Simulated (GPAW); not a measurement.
# Screening of a field by V2CO2 MXene monolayer, part 2 of 2

Aim: the dipole that a field along the normal induces in V2CO2 MXene monolayer.

GPAW 26.7.0; GPAW, PAW setups; layer in a repeated cell with vacuum, relaxation of atoms and in-plane cell (the session's first sound run).

So far. Step 4 (In a field): The dipole is now -0.0441 e Å, against -3.3e-4 in the run without a field. Step 5 (Field on): The dipole is now -0.0220 e Å, against -3.3e-4 in the run without a field.

## (8) In a field

Level of this step: GPAW, PAW setups; slab in vacuum (GPAW).

The input, run.py:

```python
import json
import numpy as np
from ase import Atoms
from gpaw import GPAW, PW
from gpaw.external import ConstantElectricField

slab = Atoms(
    ['O', 'V', 'C', 'V', 'O'],
    positions=[
        [-0.00000, 1.66690, 7.00000],
        [1.44358, 0.83345, 8.02998],
        [-0.00000, 0.00000, 9.22533],
        [-0.00000, 1.66690, 10.42070],
        [1.44358, 0.83345, 11.45068]],
    cell=[[2.88715, -0.0, 0.0], [-1.44358, 2.50035, 0.0], [0.0, 0.0, 18.4507]],
    pbc=[True, True, False],
    magmoms=[0.0, 2.0, 0.0, 2.0, 0.0])

slab.calc = GPAW(mode=PW(500), xc='PBE', kpts={'size': (12, 12, 1), 'gamma': True},
                 occupations={'name': 'fermi-dirac', 'width': 0.05}, nbands='160%',
                 convergence={'density': 1e-05}, maxiter=200,
                 poissonsolver={'dipolelayer': 'xy'},
                 external=ConstantElectricField(0.1, [0, 0, 1]),
                 symmetry={'tolerance': 1e-3}, txt='slab.txt')
result = {}
energy = slab.get_potential_energy()
fermi = slab.calc.get_fermi_level()
v = slab.calc.get_electrostatic_potential().mean((0, 1)) - fermi
n = slab.calc.get_pseudo_density().mean((0, 1))
L = slab.cell[2, 2]
z = np.arange(len(v)) * L / len(v)
low, high = slab.positions[:, 2].min(), slab.positions[:, 2].max()
below, above = np.interp([low - 4.8, high + 4.8], z, v)
slopes = [np.interp(x, z, np.gradient(v, z)) for x in (low - 4.8, high + 4.8)]
eps = np.array([[slab.calc.get_eigenvalues(k, s) for k in range(len(slab.calc.get_ibz_k_points()))]
                for s in range(slab.calc.get_number_of_spins())]) - fermi
top, bottom = eps[eps < 0].max(), eps[eps > 0].min()
dipole = slab.get_dipole_moment()[2]
print(f'energy {energy:.4f} eV, Fermi level {fermi:.4f} eV, dipole {dipole:.5f} e A')
print(f'potential 4.8 A off the faces, from the Fermi level: lower {below:.4f} eV, upper {above:.4f} eV')
print(f'slope of the potential there: lower {slopes[0]:.5f}, upper {slopes[1]:.5f} eV/A')
print(f'nearest levels on the mesh: {top:.4f} and {bottom:.4f} eV')
print('magnetic moment', round(slab.get_magnetic_moment(), 3))
result.update(energy=energy, fermi=fermi, dipole=dipole, below=below, above=above, slopes=slopes, edges=[top, bottom],
              z=z.tolist(), v=v.tolist(), n=n.tolist(), positions=slab.positions.tolist(),
              forces=slab.get_forces(apply_constraint=False).tolist(), moments=slab.get_magnetic_moments().tolist())
json.dump(result, open('result.json', 'w'))
```

The run is started by

```console
OMP_NUM_THREADS=1 OPENBLAS_NUM_THREADS=1 python run.py
```

Output:

```text
energy -42.8502 eV, Fermi level -1.1975 eV, dipole 0.02201 e A
potential 4.8 A off the faces, from the Fermi level: lower 6.9222 eV, upper 6.3704 eV
slope of the potential there: lower -0.00026, upper 0.00026 eV/A
nearest levels on the mesh: -0.1031 and 0.0219 eV
magnetic moment -0.0
```

It took 8 min on 1 thread of Arm Neoverse V2, shared host; peak memory 0.58 GiB.

The dipole is now 0.0220 e Å, against -3.3e-4 in the run without a field.

## (9) Field on

run.py, as its differences from that of step 8:

```diff
@@ -22,3 +22,3 @@
                  poissonsolver={'dipolelayer': 'xy'},
-                 external=ConstantElectricField(0.1, [0, 0, 1]),
+                 external=ConstantElectricField(0.2, [0, 0, 1]),
                  symmetry={'tolerance': 1e-3}, txt='slab.txt')
```

Output:

```text
energy -42.8535 eV, Fermi level -1.1980 eV, dipole 0.04410 e A
potential 4.8 A off the faces, from the Fermi level: lower 7.1998 eV, upper 6.0943 eV
slope of the potential there: lower -0.00026, upper 0.00025 eV/A
nearest levels on the mesh: -0.1031 and 0.0220 eV
magnetic moment -0.0
```

It took 9.2 min on 1 thread; peak memory 0.58 GiB.

The electrostatic potential energy of an electron (without an applied field's), less the Fermi level, planar mean oscillates, so the rows of the table below give means over windows of 1.35 Å about each position, cut where the curve ends. Its maxima inside the range that stand out by 2 % of the span (Å: eV): 0.5: 7.20, 7.4: -9.23, 8.7: -8.15, 9.7: -8.34, 11.1: -9.94. Its minima: 7.0: -12.0, 8.1: -18.7, 9.2: -14.0, 10.4: -19.1, 11.4: -12.8.

The electrostatic potential energy of an electron (without an applied field's), less the Fermi level, planar mean by z; means over each step:

| z (Å) | electrostatic potential energy of an electron (without an applied field's), less the Fermi level, planar mean (eV) |
| --- | --- |
| 0.68 | 7.12 |
| 2.03 | 7.20 |
| 3.38 | 7.20 |
| 4.73 | 7.18 |
| 6.08 | 4.85 |
| 7.43 | -12.3 |
| 8.78 | -12.1 |
| 10.13 | -13.8 |
| 11.48 | -7.10 |
| 12.83 | 5.68 |
| 14.18 | 6.09 |
| 15.53 | 6.09 |
| 16.88 | 6.09 |
| 18.23 | 6.17 |

The dipole is now 0.0441 e Å, against -3.3e-4 in the run without a field.

## (10) Field on

run.py, as its differences from that of step 9:

```diff
@@ -22,3 +22,3 @@
                  poissonsolver={'dipolelayer': 'xy'},
-                 external=ConstantElectricField(0.2, [0, 0, 1]),
+                 external=ConstantElectricField(0.3, [0, 0, 1]),
                  symmetry={'tolerance': 1e-3}, txt='slab.txt')
```

Output:

```text
energy -42.8590 eV, Fermi level -1.1989 eV, dipole 0.06615 e A
potential 4.8 A off the faces, from the Fermi level: lower 7.4775 eV, upper 5.8195 eV
slope of the potential there: lower -0.00027, upper 0.00025 eV/A
nearest levels on the mesh: -0.1031 and 0.0220 eV
magnetic moment -0.0
```

Run time: 9.7 min. Hardware: 1 thread; peak memory 0.58 GiB.

The dipole is now 0.0661 e Å, against -3.3e-4 in the run without a field.

## (11) The series

The members are put on one axis.

This step: induced dipole against applied field (GPAW 26.7.0).

Dipole along the normal against field:

| field (V/Å) | dipole along the normal (e·Å) |
| --- | --- |
| -0.200 | -0.0441 |
| -0.100 | -0.0220 |
| -0.050 | -0.0110 |
| 0.000 | -3.3e-4 |
| 0.050 | 0.0110 |
| 0.100 | 0.0220 |
| 0.200 | 0.0441 |
| 0.300 | 0.0661 |

## (12) Outcome

| Quantity | Value |
| --- | --- |
| work function, upper and lower face | 6.650 and 6.642 eV |
| dipole along the normal | -3.3e-4 e Å |
| induced dipole per field | 0.220 e Å per V/Å |
| out-of-plane polarisability per area, α/(ε0 A) | 5.53 Å |

What this shows: The field induces 0.220 e Å per V/Å, a polarisable thickness α/(ε0 A) of 5.53 Å beside 4.45 Å between the outermost nuclei. A perfect conductor would give the distance between its two image planes; a dielectric of thickness t gives t(1 - 1/ε). The induced dipole is linear in the field over this range. The starting lattice was a guess from atomic radii; the relaxation moved it by -4 %. The small printed dipole stands for a step of 8.3 meV from the lower to the upper face, and the probes find 7.3 meV; values this small are near the numerical noise of both. One magnetic start was tried; another order may lie lower. The layer's cell and atoms come from the relaxation; spin-orbit coupling and temperature are left out.

[Logs are printed without paths, hosts, clocks, repeated set-up lines and the standing remarks that a program may print on its own settings, such as how far it seeks lower states.]

[Hosts, paths, dates, database ids (printed as entryN), source tags and the programs' standing remarks are cut or masked in the printed files.]
